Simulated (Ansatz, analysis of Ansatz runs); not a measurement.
# SrLa2S4 (I-42d), nudged elastic band: V_S hop (3.4 Å) (q = 0)

Aim: the barrier of one jump in SrLa2S4 (I-42d) at charge 0: V_S hop (3.4 Å). The model is a cell of 56 host atoms with 1 S taken out; S is the atom that moves.

Program: Ansatz 0.2.0. Level of theory: plane-wave PAW DFT, PBEsol; nudged elastic band between two relaxed defect structures. Results are calculated unless marked as measured.

## (1) Starting point

The cell holds 55 atoms: 8 Sr, 16 La and 31 S. Its edges and angles: a = 12.257 Å, b = 12.257 Å, c = 12.277 Å, α = 59.9°, β = 59.9°, γ = 60.1°. It derives from SrLa2S4 (space group I-42d). Nearest the centre at fractional (0.523, 0.850, 0.401): S38 at 1.70 Å, Sr6 at 2.50 Å, Sr4 at 2.53 Å, La10 at 2.56 Å, S44 at 3.62 Å, S54 at 3.65 Å, La23 at 3.71 Å, La16 at 3.72 Å.

The cell's shortest repeat is 12.3 Å.

## (2) Relaxation of the start point, charge 0

The ends come first: from an unrelaxed start the top is counted from too high an energy, and the barrier comes out too low. Small random displacements break the symmetry of the ideal sites, so that the defect can distort if it gains by it.

q0.start/input.yaml reads:

```yaml
crystal:
  lattice:
    - [0.0, 8.68134836, 8.65211018]
    - [8.68134836, 0.0, 8.65211018]
    - [8.68134836, 8.68134836, 0.0]
  atoms:
    - { symbol: Sr, position: [0.0, 0.0, 0.5] }
    - { symbol: Sr, position: [0.25, 0.25, 0.75] }
    - { symbol: Sr, position: [0.5, 0.5, 0.0] }
    - { symbol: Sr, position: [0.75, 0.75, 0.25] }
    - { symbol: Sr, position: [0.125, 0.625, 0.375] }
    - { symbol: Sr, position: [0.375, 0.875, 0.625] }
    - { symbol: Sr, position: [0.625, 0.125, 0.875] }
    - { symbol: Sr, position: [0.875, 0.375, 0.125] }
    - { symbol: La, position: [0.12718951, 0.74781049, 0.00218951] }
    - { symbol: La, position: [0.37718951, 0.99781049, 0.25218951] }
    - { symbol: La, position: [0.62718951, 0.24781049, 0.50218951] }
    - { symbol: La, position: [0.87718951, 0.49781049, 0.75218951] }
    - { symbol: La, position: [0.00218951, 0.12281049, 0.74781049] }
    - { symbol: La, position: [0.25218951, 0.37281049, 0.99781049] }
    - { symbol: La, position: [0.50218951, 0.62281049, 0.24781049] }
    - { symbol: La, position: [0.75218951, 0.87281049, 0.49781049] }
    - { symbol: La, position: [0.24781049, 0.62718951, 0.62281049] }
    - { symbol: La, position: [0.49781049, 0.87718951, 0.87281049] }
    - { symbol: La, position: [0.74781049, 0.12718951, 0.12281049] }
    - { symbol: La, position: [0.99781049, 0.37718951, 0.37281049] }
    - { symbol: La, position: [0.12281049, 0.00218951, 0.12718951] }
    - { symbol: La, position: [0.37281049, 0.25218951, 0.37718951] }
    - { symbol: La, position: [0.62281049, 0.50218951, 0.62718951] }
    - { symbol: La, position: [0.87281049, 0.75218951, 0.87718951] }
    - { symbol: S, position: [0.22321113, 0.47228537, 0.19989614] }
    - { symbol: S, position: [0.72321113, 0.97228537, 0.69989614] }
    - { symbol: S, position: [0.97321113, 0.22228537, 0.94989614] }
    - { symbol: S, position: [0.09821113, 0.84728537, 0.72960737] }
    - { symbol: S, position: [0.34821113, 0.09728537, 0.97960737] }
    - { symbol: S, position: [0.59821113, 0.34728537, 0.22960737] }
    - { symbol: S, position: [0.84821113, 0.59728537, 0.47960737] }
    - { symbol: S, position: [0.10460737, 0.19989614, 0.22321113] }
    - { symbol: S, position: [0.35460737, 0.44989614, 0.47321113] }
    - { symbol: S, position: [0.60460737, 0.69989614, 0.72321113] }
    - { symbol: S, position: [0.85460737, 0.94989614, 0.97321113] }
    - { symbol: S, position: [0.07489614, 0.47960737, 0.84821113] }
    - { symbol: S, position: [0.32489614, 0.72960737, 0.09821113] }
    - { symbol: S, position: [0.57489614, 0.97960737, 0.34821113] }
    - { symbol: S, position: [0.82489614, 0.22960737, 0.59821113] }
    - { symbol: S, position: [0.22228537, 0.97321113, 0.85460737] }
    - { symbol: S, position: [0.47228537, 0.22321113, 0.10460737] }
    - { symbol: S, position: [0.72228537, 0.47321113, 0.35460737] }
    - { symbol: S, position: [0.97228537, 0.72321113, 0.60460737] }
    - { symbol: S, position: [0.19989614, 0.10460737, 0.47228537] }
    - { symbol: S, position: [0.44989614, 0.35460737, 0.72228537] }
    - { symbol: S, position: [0.69989614, 0.60460737, 0.97228537] }
    - { symbol: S, position: [0.94989614, 0.85460737, 0.22228537] }
    - { symbol: S, position: [0.22960737, 0.82489614, 0.34728537] }
    - { symbol: S, position: [0.47960737, 0.07489614, 0.59728537] }
    - { symbol: S, position: [0.72960737, 0.32489614, 0.84728537] }
    - { symbol: S, position: [0.97960737, 0.57489614, 0.09728537] }
    - { symbol: S, position: [0.09728537, 0.34821113, 0.57489614] }
    - { symbol: S, position: [0.34728537, 0.59821113, 0.82489614] }
    - { symbol: S, position: [0.59728537, 0.84821113, 0.07489614] }
    - { symbol: S, position: [0.84728537, 0.09821113, 0.32489614] }
basis:
  ecutwfc: 420
  xc_grid: 2
hamiltonian:
  xc: pbesol
kpoints:
  mp_grid: { grid: [1, 1, 1], shift: [0.25, 0.25, 0.25] }
scf:
  occupations: { method: fixed }
  max_iter: 150
output:
  forces: true
relax:
  f_tol: 0.02
  max_steps: 70
  random_displacement: { amplitude: 0.03, seed: 8974 }
```

Launch:

```sh
ansatz run input.yaml --threads 32 --pin off --max-ram 84787MiB --backend cuda --events-out ev --progress --plain --runs-dir out --max-vram 78GiB
```

What it wrote:

```text
[...]
Engine: ansatz 0.2.0, aarch64-unknown-linux-gnu
[...]
Pseudopotential: Sr, paw, valence charge 10, recommended cutoff 420 eV (normal), Sr.paw.azcp
Pseudopotential: La, paw, valence charge 11, recommended cutoff 420 eV (normal), La.paw.azcp
Pseudopotential: S, paw, valence charge 6, recommended cutoff 420 eV (normal), S.paw.azcp
Functional definition: PBEsol
[...]
Crystal: 55 atoms, lattice volume = 1304.147 Å³
Basis set: ecut = 420 eV, 25573 PW (Γ), exchange–correlation on 180×180×180 points (8 copies of the dense FFT grid, shifted against one another)
Bands: 276, of which v1, the nominal top of the filled ones, is band 221 counted from 1 (220 counted from 0)
[...]
k-points: 1
[...]
SCF 1 converged in 7 iterations: F = -154071.280287 eV  dr2 = 2.28e-6
[...]
relax step   1: F+E_penalty+E_count = -154071.28028706 eV  Δ(F+E_penalty+E_count) = +0.000e0 eV  max|allowed force component| = 5.184e-1 eV/Å  Δτ_max = 0.0000 Å  (7 SCF iters, dr2 threshold 1.00e-5 eV [...]
[...]
SCF iter   2: F=—  HF=-154071.416152 eV  |F-HF|=—  |Δ(HF+E_count)|=   2.06e-1  Δρ=2.14e-3  dr2=1.50e-1  ethr=3.20e-4  ⟨swp⟩=3.0  Hψ=307  notcnv=0  defer=53
[...]
SCF iter   7: F=-154071.387146 eV  HF=-154071.387148 eV  |F-HF|=1.37e-6  |Δ(HF+E_count)|=   1.18e-6  Δρ=1.11e-5  dr2=3.13e-6  ethr=3.80e-9  ⟨swp⟩=6.0  Hψ=929  notcnv=0
[...]
SCF 5 converged in 6 iterations: F = -154071.557105 eV  dr2 = 9.47e-9
relax step   5: F+E_penalty+E_count = -154071.55710508 eV  Δ(F+E_penalty+E_count) = -5.779e-4 eV  max|allowed force component| = 5.159e-3 eV/Å  Δτ_max = 0.0045 Å  (6 SCF iters, accepted)
SCF converged after 6 iterations
[...]
--- Relaxed structure (5 steps of the walk, 5 accepted, 0 SCFs on fresh bases) ---
[...]
```

It took 3.9 s on 1 × NVIDIA GB200 with 32 threads of Arm Neoverse V2, shared host; peak memory 1.2 GiB; 13 s of CPU time.

Step by step:

```tsv
step	energy less that of the first step (eV)	largest force component (eV/Å)
1	0.0000	0.5184
2	-0.1069	0.5406
3	-0.2731	0.0711
4	-0.2762	0.0231
5	-0.2768	0.0052
```

The atoms that moved most (Å, from the sites as typed, ahead of the random displacement, the mean shift of all atoms taken out):

```tsv
atom	dx	dy	dz	length
S42	0.167	-0.059	-0.013	0.178
S48	0.006	0.140	0.042	0.146
S38	-0.041	0.001	-0.097	0.105
La10	0.009	-0.050	0.043	0.067
La15	-0.049	-0.044	-0.005	0.067
S53	-0.026	-0.021	0.025	0.042
La23	0.000	0.039	-0.013	0.041
Sr8	0.038	0.009	-0.011	0.040
```

Neighbours of S38 at the end:

```tsv
atom	distance (Å)
Sr4	2.922
La16	2.950
La19	2.952
La10	3.026
Sr6	3.037
La22	3.130
S41	3.289
S49	3.295
```

Read from the output:

| Property | Result |
| --- | --- |
| free energy | -154071.5571 eV |
| r.m.s. move of the farther half of the atoms | 0.01550 Å |
| largest move from the ideal geometry of this structure, a common shift of the far atoms taken out | 0.1793 Å |

The relaxation gained 0.277 eV and ended with a largest force component of 0.0052 eV/Å.

## (3) Relaxation of the end point, charge 0

The end point is relaxed in the same cell and settings, so that the two energies compare. Atoms more than 3.2 Å from the middle of the hop start where the first relaxation left them, the nearer ones on or close to their ideal places, with small random displacements.

q0.end/input.yaml reads:

```yaml
crystal:
  lattice:
    - [0.0, 8.68134836, 8.65211018]
    - [8.68134836, 0.0, 8.65211018]
    - [8.68134836, 8.68134836, 0.0]
  atoms:
    - { symbol: Sr, position: [0.00115552, -0.00066599, 0.49953157] }
    - { symbol: Sr, position: [0.25000919, 0.24960038, 0.74964564] }
[... 1 atom line left out ...]
    - { symbol: Sr, position: [0.75, 0.75, 0.25] }
[... 1 atom line left out ...]
    - { symbol: Sr, position: [0.375, 0.875, 0.625] }
[... 3 atom lines left out ...]
    - { symbol: La, position: [0.37718951, 0.99781049, 0.25218951] }
[... 5 atom lines left out ...]
    - { symbol: La, position: [0.75253237, 0.87201177, 0.49747559] }
[... 6 atom lines left out ...]
    - { symbol: La, position: [0.62436564, 0.49902664, 0.63020191] }
[... 7 atom lines left out ...]
    - { symbol: S, position: [0.84812244, 0.59781433, 0.47936691] }
[... 2 atom lines left out ...]
    - { symbol: S, position: [0.60456839, 0.69952331, 0.72327125] }
[... 3 atom lines left out ...]
    - { symbol: S, position: [0.471594, 0.720676, 0.454016] }
[... 3 atom lines left out ...]
    - { symbol: S, position: [0.70858988, 0.48534222, 0.36161603] }
[... 1 atom line left out ...]
    - { symbol: S, position: [0.19950961, 0.10516105, 0.47184412] }
[... 3 atom lines left out ...]
    - { symbol: S, position: [0.23979032, 0.81942179, 0.35330878] }
[... 5 atom lines left out ...]
    - { symbol: S, position: [0.59610963, 0.84764928, 0.07712075] }
    - { symbol: S, position: [0.84776951, 0.0974378, 0.32537231] }
basis:
  ecutwfc: 420
  xc_grid: 2
hamiltonian:
  xc: pbesol
kpoints:
  mp_grid: { grid: [1, 1, 1], shift: [0.25, 0.25, 0.25] }
scf:
  occupations: { method: fixed }
  max_iter: 150
output:
  forces: true
relax:
  f_tol: 0.02
  max_steps: 70
  random_displacement: { amplitude: 0.01, seed: 8974 }
```

What it wrote:

```text
[...]
Crystal: 55 atoms, lattice volume = 1304.147 Å³
Basis set: ecut = 420 eV, 25573 PW (Γ), exchange–correlation on 180×180×180 points (8 copies of the dense FFT grid, shifted against one another)
Bands: 276, of which v1, the nominal top of the filled ones, is band 221 counted from 1 (220 counted from 0)
[...]
k-points: 1
[...]
SCF 1 converged in 7 iterations: F = -154071.215300 eV  dr2 = 2.41e-6
[...]
relax step   1: F+E_penalty+E_count = -154071.21530028 eV  Δ(F+E_penalty+E_count) = +0.000e0 eV  max|allowed force component| = 7.949e-1 eV/Å  Δτ_max = 0.0000 Å  (7 SCF iters, dr2 threshold 1.00e-5 eV [...]
[...]
SCF 5 converged in 6 iterations: F = -154071.561594 eV  dr2 = 2.11e-8
relax step   5: F+E_penalty+E_count = -154071.56159367 eV  Δ(F+E_penalty+E_count) = -1.704e-3 eV  max|allowed force component| = 5.755e-3 eV/Å  Δτ_max = 0.0089 Å  (6 SCF iters, accepted)
SCF converged after 6 iterations
[...]
--- Relaxed structure (5 steps of the walk, 5 accepted, 0 SCFs on fresh bases) ---
[...]
```

The job ended after 4 s (1 × NVIDIA GB200 with 32 threads; peak memory 1.4 GiB; 13 s of CPU time).

Step by step:

```tsv
step	energy less that of the first step (eV)	largest force component (eV/Å)
1	0.0000	0.7949
2	-0.2418	0.5068
3	-0.3426	0.0703
4	-0.3446	0.0320
5	-0.3463	0.0058
```

The atoms that moved most (Å, from the sites as typed, ahead of the random displacement):

```tsv
atom	dx	dy	dz	length
S42	-0.154	0.057	0.015	0.165
S41	-0.015	0.148	-0.065	0.163
S49	-0.151	-0.056	0.020	0.162
S48	-0.018	-0.124	-0.080	0.149
S38	0.021	-0.019	0.123	0.126
La10	-0.005	-0.078	-0.064	0.102
La15	0.065	0.051	0.008	0.083
La22	0.046	-0.039	0.014	0.062
```

Neighbours of S38 at the end:

```tsv
atom	distance (Å)
Sr6	2.919
La23	2.944
La17	2.960
Sr4	3.038
La10	3.043
La15	3.122
S48	3.285
S42	3.302
```

Numbers from this step:

* free energy: -154071.5616 eV
* r.m.s. move of the farther half of the atoms: 0.01685 Å
* largest move from the ideal geometry of this structure, a common shift of the far atoms taken out: 0.1836 Å

The relaxation gained 0.346 eV and ended with a largest force component of 0.0057 eV/Å. The end lies 0.004 eV below the start.

## (4) Nudged elastic band, charge 0

5 movable images are laid between the ends on a pair-potential path, which keeps atoms from colliding in the first guess. Each image feels the true force across the path and a spring force along it. The highest image is set to climb to the top of the path.

This step: plane-wave PAW DFT, PBEsol; nudged elastic band between two relaxed defect structures.

q0.neb/input.yaml reads:

```yaml
crystal:
  lattice:
    - [0.0, 8.68134836, 8.65211018]
    - [8.68134836, 0.0, 8.65211018]
    - [8.68134836, 8.68134836, 0.0]
  atoms:
    - { symbol: Sr, position: [0.00102659, -0.00069951, 0.4996441] }
    - { symbol: Sr, position: [0.24988026, 0.24956686, 0.74975816] }
    - { symbol: Sr, position: [0.49925783, 0.50042635, -0.00072885] }
    - { symbol: Sr, position: [0.75206811, 0.75030221, 0.24736906] }
    - { symbol: Sr, position: [0.12582655, 0.62514797, 0.37503954] }
    - { symbol: Sr, position: [0.37509615, 0.87349409, 0.62416495] }
    - { symbol: Sr, position: [0.62567279, 0.12436788, 0.87463946] }
    - { symbol: Sr, position: [0.87260986, 0.37585269, 0.12846087] }
    - { symbol: La, position: [0.1282161, 0.74705792, 0.00111619] }
    - { symbol: La, position: [0.37618808, 1.00349429, 0.2474337] }
    - { symbol: La, position: [0.62643426, 0.24905722, 0.50200816] }
    - { symbol: La, position: [0.87751855, 0.49738672, 0.75284743] }
    - { symbol: La, position: [0.00200464, 0.12268538, 0.74804663] }
    - { symbol: La, position: [0.25224887, 0.3736677, 0.9978012] }
    - { symbol: La, position: [0.50209919, 0.62200463, 0.24286472] }
    - { symbol: La, position: [0.75240344, 0.87197825, 0.49758811] }
    - { symbol: La, position: [0.24755934, 0.62383638, 0.62532153] }
    - { symbol: La, position: [0.49742409, 0.87799927, 0.87171494] }
    - { symbol: La, position: [0.74729631, 0.12535141, 0.12570327] }
    - { symbol: La, position: [0.99848791, 0.37718485, 0.3726292] }
    - { symbol: La, position: [0.12361367, 0.00108728, 0.12914788] }
    - { symbol: La, position: [0.37274293, 0.25156726, 0.37678758] }
    - { symbol: La, position: [0.62423671, 0.49899311, 0.63031443] }
    - { symbol: La, position: [0.87243515, 0.75251347, 0.87715914] }
    - { symbol: S, position: [0.22349732, 0.47296745, 0.19873677] }
    - { symbol: S, position: [0.72304413, 0.97201905, 0.69993756] }
    - { symbol: S, position: [0.97239242, 0.2213655, 0.95195972] }
    - { symbol: S, position: [0.09856342, 0.84620858, 0.72904495] }
    - { symbol: S, position: [0.34806252, 0.09849797, 0.97826664] }
    - { symbol: S, position: [0.59958213, 0.34667686, 0.22888027] }
    - { symbol: S, position: [0.84799351, 0.5977808, 0.47947943] }
    - { symbol: S, position: [0.10422882, 0.20018724, 0.22327727] }
    - { symbol: S, position: [0.35515831, 0.44843813, 0.47304513] }
    - { symbol: S, position: [0.60443946, 0.69948979, 0.72338377] }
    - { symbol: S, position: [0.85522108, 0.94901999, 0.97290784] }
    - { symbol: S, position: [0.07434142, 0.47956521, 0.84881425] }
    - { symbol: S, position: [0.32177993, 0.73117017, 0.09875492] }
    - { symbol: S, position: [0.57161974, 0.97138615, 0.35164166] }
    - { symbol: S, position: [0.82425241, 0.23033609, 0.5970352] }
    - { symbol: S, position: [0.22265653, 0.97274963, 0.85392688] }
    - { symbol: S, position: [0.47390204, 0.22467846, 0.10375535] }
    - { symbol: S, position: [0.70846096, 0.4853087, 0.36172855] }
    - { symbol: S, position: [0.97315136, 0.72288969, 0.60421336] }
    - { symbol: S, position: [0.19938068, 0.10512753, 0.47195665] }
    - { symbol: S, position: [0.45050033, 0.35385063, 0.72196296] }
    - { symbol: S, position: [0.69914639, 0.60525398, 0.97155133] }
    - { symbol: S, position: [0.94982032, 0.85496504, 0.22186444] }
    - { symbol: S, position: [0.2396614, 0.81938827, 0.35342131] }
    - { symbol: S, position: [0.48052631, 0.07400252, 0.59607588] }
    - { symbol: S, position: [0.72982737, 0.32390469, 0.84783458] }
    - { symbol: S, position: [0.97912907, 0.57319176, 0.09810285] }
    - { symbol: S, position: [0.09683262, 0.34803389, 0.57541229] }
    - { symbol: S, position: [0.34894079, 0.59911372, 0.82088876] }
    - { symbol: S, position: [0.59598071, 0.84761576, 0.07723327] }
    - { symbol: S, position: [0.84764059, 0.09740428, 0.32548484] }
basis:
  ecutwfc: 420
  xc_grid: 2
hamiltonian:
  xc: pbesol
kpoints:
  mp_grid: { grid: [1, 1, 1], shift: [0.25, 0.25, 0.25] }
scf:
  occupations: { method: fixed }
  max_iter: 150
output:
  forces: true
neb:
  images: 5
  f_tol: 0.04
  climbing: true
  initial_path: idpp
  max_iterations: 45
  order_check: false
  final_atoms:
    - { symbol: Sr, position: [-0.0009133, 0.00011289, 0.50116396] }
    - { symbol: Sr, position: [0.25359453, 0.24906814, 0.74704037] }
[... 1 atom line left out ...]
    - { symbol: Sr, position: [0.74852531, 0.75292618, 0.25012417] }
[... 1 atom line left out ...]
    - { symbol: Sr, position: [0.37272012, 0.87470266, 0.62734061] }
[... 3 atom lines left out ...]
    - { symbol: La, position: [0.36905103, 0.99847493, 0.25109005] }
[... 5 atom lines left out ...]
    - { symbol: La, position: [0.75606552, 0.87069544, 0.49972319] }
[... 6 atom lines left out ...]
    - { symbol: La, position: [0.62214369, 0.50281855, 0.62692372] }
[... 7 atom lines left out ...]
    - { symbol: S, position: [0.84753813, 0.59734337, 0.47963733] }
[... 2 atom lines left out ...]
    - { symbol: S, position: [0.60437321, 0.69947492, 0.72371715] }
[... 3 atom lines left out ...]
    - { symbol: S, position: [0.47621426, 0.73022283, 0.44702514] }
[... 3 atom lines left out ...]
    - { symbol: S, position: [0.72142674, 0.47424223, 0.3551624] }
[... 1 atom line left out ...]
    - { symbol: S, position: [0.20184251, 0.10402061, 0.47164203] }
[... 3 atom lines left out ...]
    - { symbol: S, position: [0.22883785, 0.82110851, 0.34974157] }
[... 5 atom lines left out ...]
    - { symbol: S, position: [0.59557993, 0.84942892, 0.074819] }
    - { symbol: S, position: [0.84694654, 0.09821273, 0.3254528] }
```

What it wrote:

```text
Warning: neb: disabling space-group detection — the band's intermediate images generally break the endpoint symmetry, so the full k-mesh is solved, and no spatial operation symmetrises the density, ex [...]
[...]
Crystal: 55 atoms, lattice volume = 1304.147 Å³
Basis set: ecut = 420 eV, 25573 PW (Γ), exchange–correlation on 180×180×180 points (8 copies of the dense FFT grid, shifted against one another)
Bands: 276, of which v1, the nominal top of the filled ones, is band 221 counted from 1 (220 counted from 0)
[...]
SCF iter   1: F=—  HF=-154071.964051 eV  |F-HF|=—  |Δ(HF+E_count)|=         —  Δρ=6.56e-3  dr2=1.96e0  ethr=1.77e-3  ⟨swp⟩=6.0  Hψ=1191  notcnv=0  defer=48
[...]
SCF iter   2: F=—  HF=-154071.623184 eV  |F-HF|=—  |Δ(HF+E_count)|=   3.41e-1  Δρ=2.95e-3  dr2=2.92e-1  ethr=4.43e-4  ⟨swp⟩=3.0  Hψ=377  notcnv=0  defer=53
[...]
SCF iter   9: F=-154071.557105 eV  HF=-154071.557105 eV  |F-HF|=2.29e-8  |Δ(HF+E_count)|=   6.78e-9  Δρ=1.03e-6  dr2=3.61e-8  ethr=2.26e-11  ⟨swp⟩=6.0  Hψ=958  notcnv=0
SCF 1 converged in 9 iterations: F = -154071.557105 eV  dr2 = 3.61e-8
[...]
SCF 5 converged in 10 iterations: F = -154070.083476 eV  dr2 = 3.08e-8
[...]
SCF 7 converged in 9 iterations: F = -154071.161326 eV  dr2 = 7.50e-8
[...]
SCF 11 converged in 10 iterations: F = -154070.319111 eV  dr2 = 4.98e-8
[...]
SCF 33 converged in 6 iterations: F = -154071.263377 eV  dr2 = 4.40e-8
[...]
```

Elapsed: 18 s, on 1 × NVIDIA GB200 with 32 threads; peak memory 2.5 GiB.

The path, image by image:

```tsv
image	path (Å)	energy (eV)	S38: x, y, z (Å)
0	0.000	0.0000	11.486, 8.015, 13.350
1	0.582	0.2970	11.281, 8.134, 12.921
2	1.164	0.8170	11.072, 8.231, 12.426
3	1.746	1.0630	10.858, 8.274, 11.899
4	2.334	0.8160	10.638, 8.229, 11.368
5	2.922	0.2940	10.425, 8.131, 10.872
6	3.511	-0.0050	10.220, 8.015, 10.438
```

This step gave:

* free energy: -154070.4944 eV
* barrier forward: 1.063 eV
* barrier backward: 1.067 eV
* end less start: -0.004489 eV
* hop length: 3.175 Å

Track of the atom that was set to move:

```tsv
image	x (Å)	y (Å)	z (Å)	nearest neighbour	distance (Å)
0	11.49	8.015	13.35	Sr	2.922
1	11.28	8.134	12.92	Sr	2.818
2	11.07	8.231	12.43	Sr	2.736
3	10.86	8.274	11.9	Sr	2.723
4	10.64	8.229	11.37	Sr	2.731
5	10.43	8.131	10.87	Sr	2.815
6	10.22	8.015	10.44	Sr	2.919
```

The band met its tolerance of 0.04 eV/Å after 7 iterations, with image 3 on top (the start counts as 0). S38, which moves farthest between the ends, has 2 Sr at 2.92 to 3.04 Å, 4 La at 2.95 to 3.13 Å and 2 S at 3.29 Å nearest at the start and 2 Sr at 2.72 Å and 1 La at 2.84 Å at the top.

(Part 1 of 2 ends here.)

[Logs are printed without paths, hosts, clocks, repeated set-up lines and the standing remarks that a program may print on its own settings, such as how far it seeks lower states.]

[Hosts, paths, dates, database ids (printed as entryN), source tags and the programs' standing remarks are cut or masked in the printed files.]
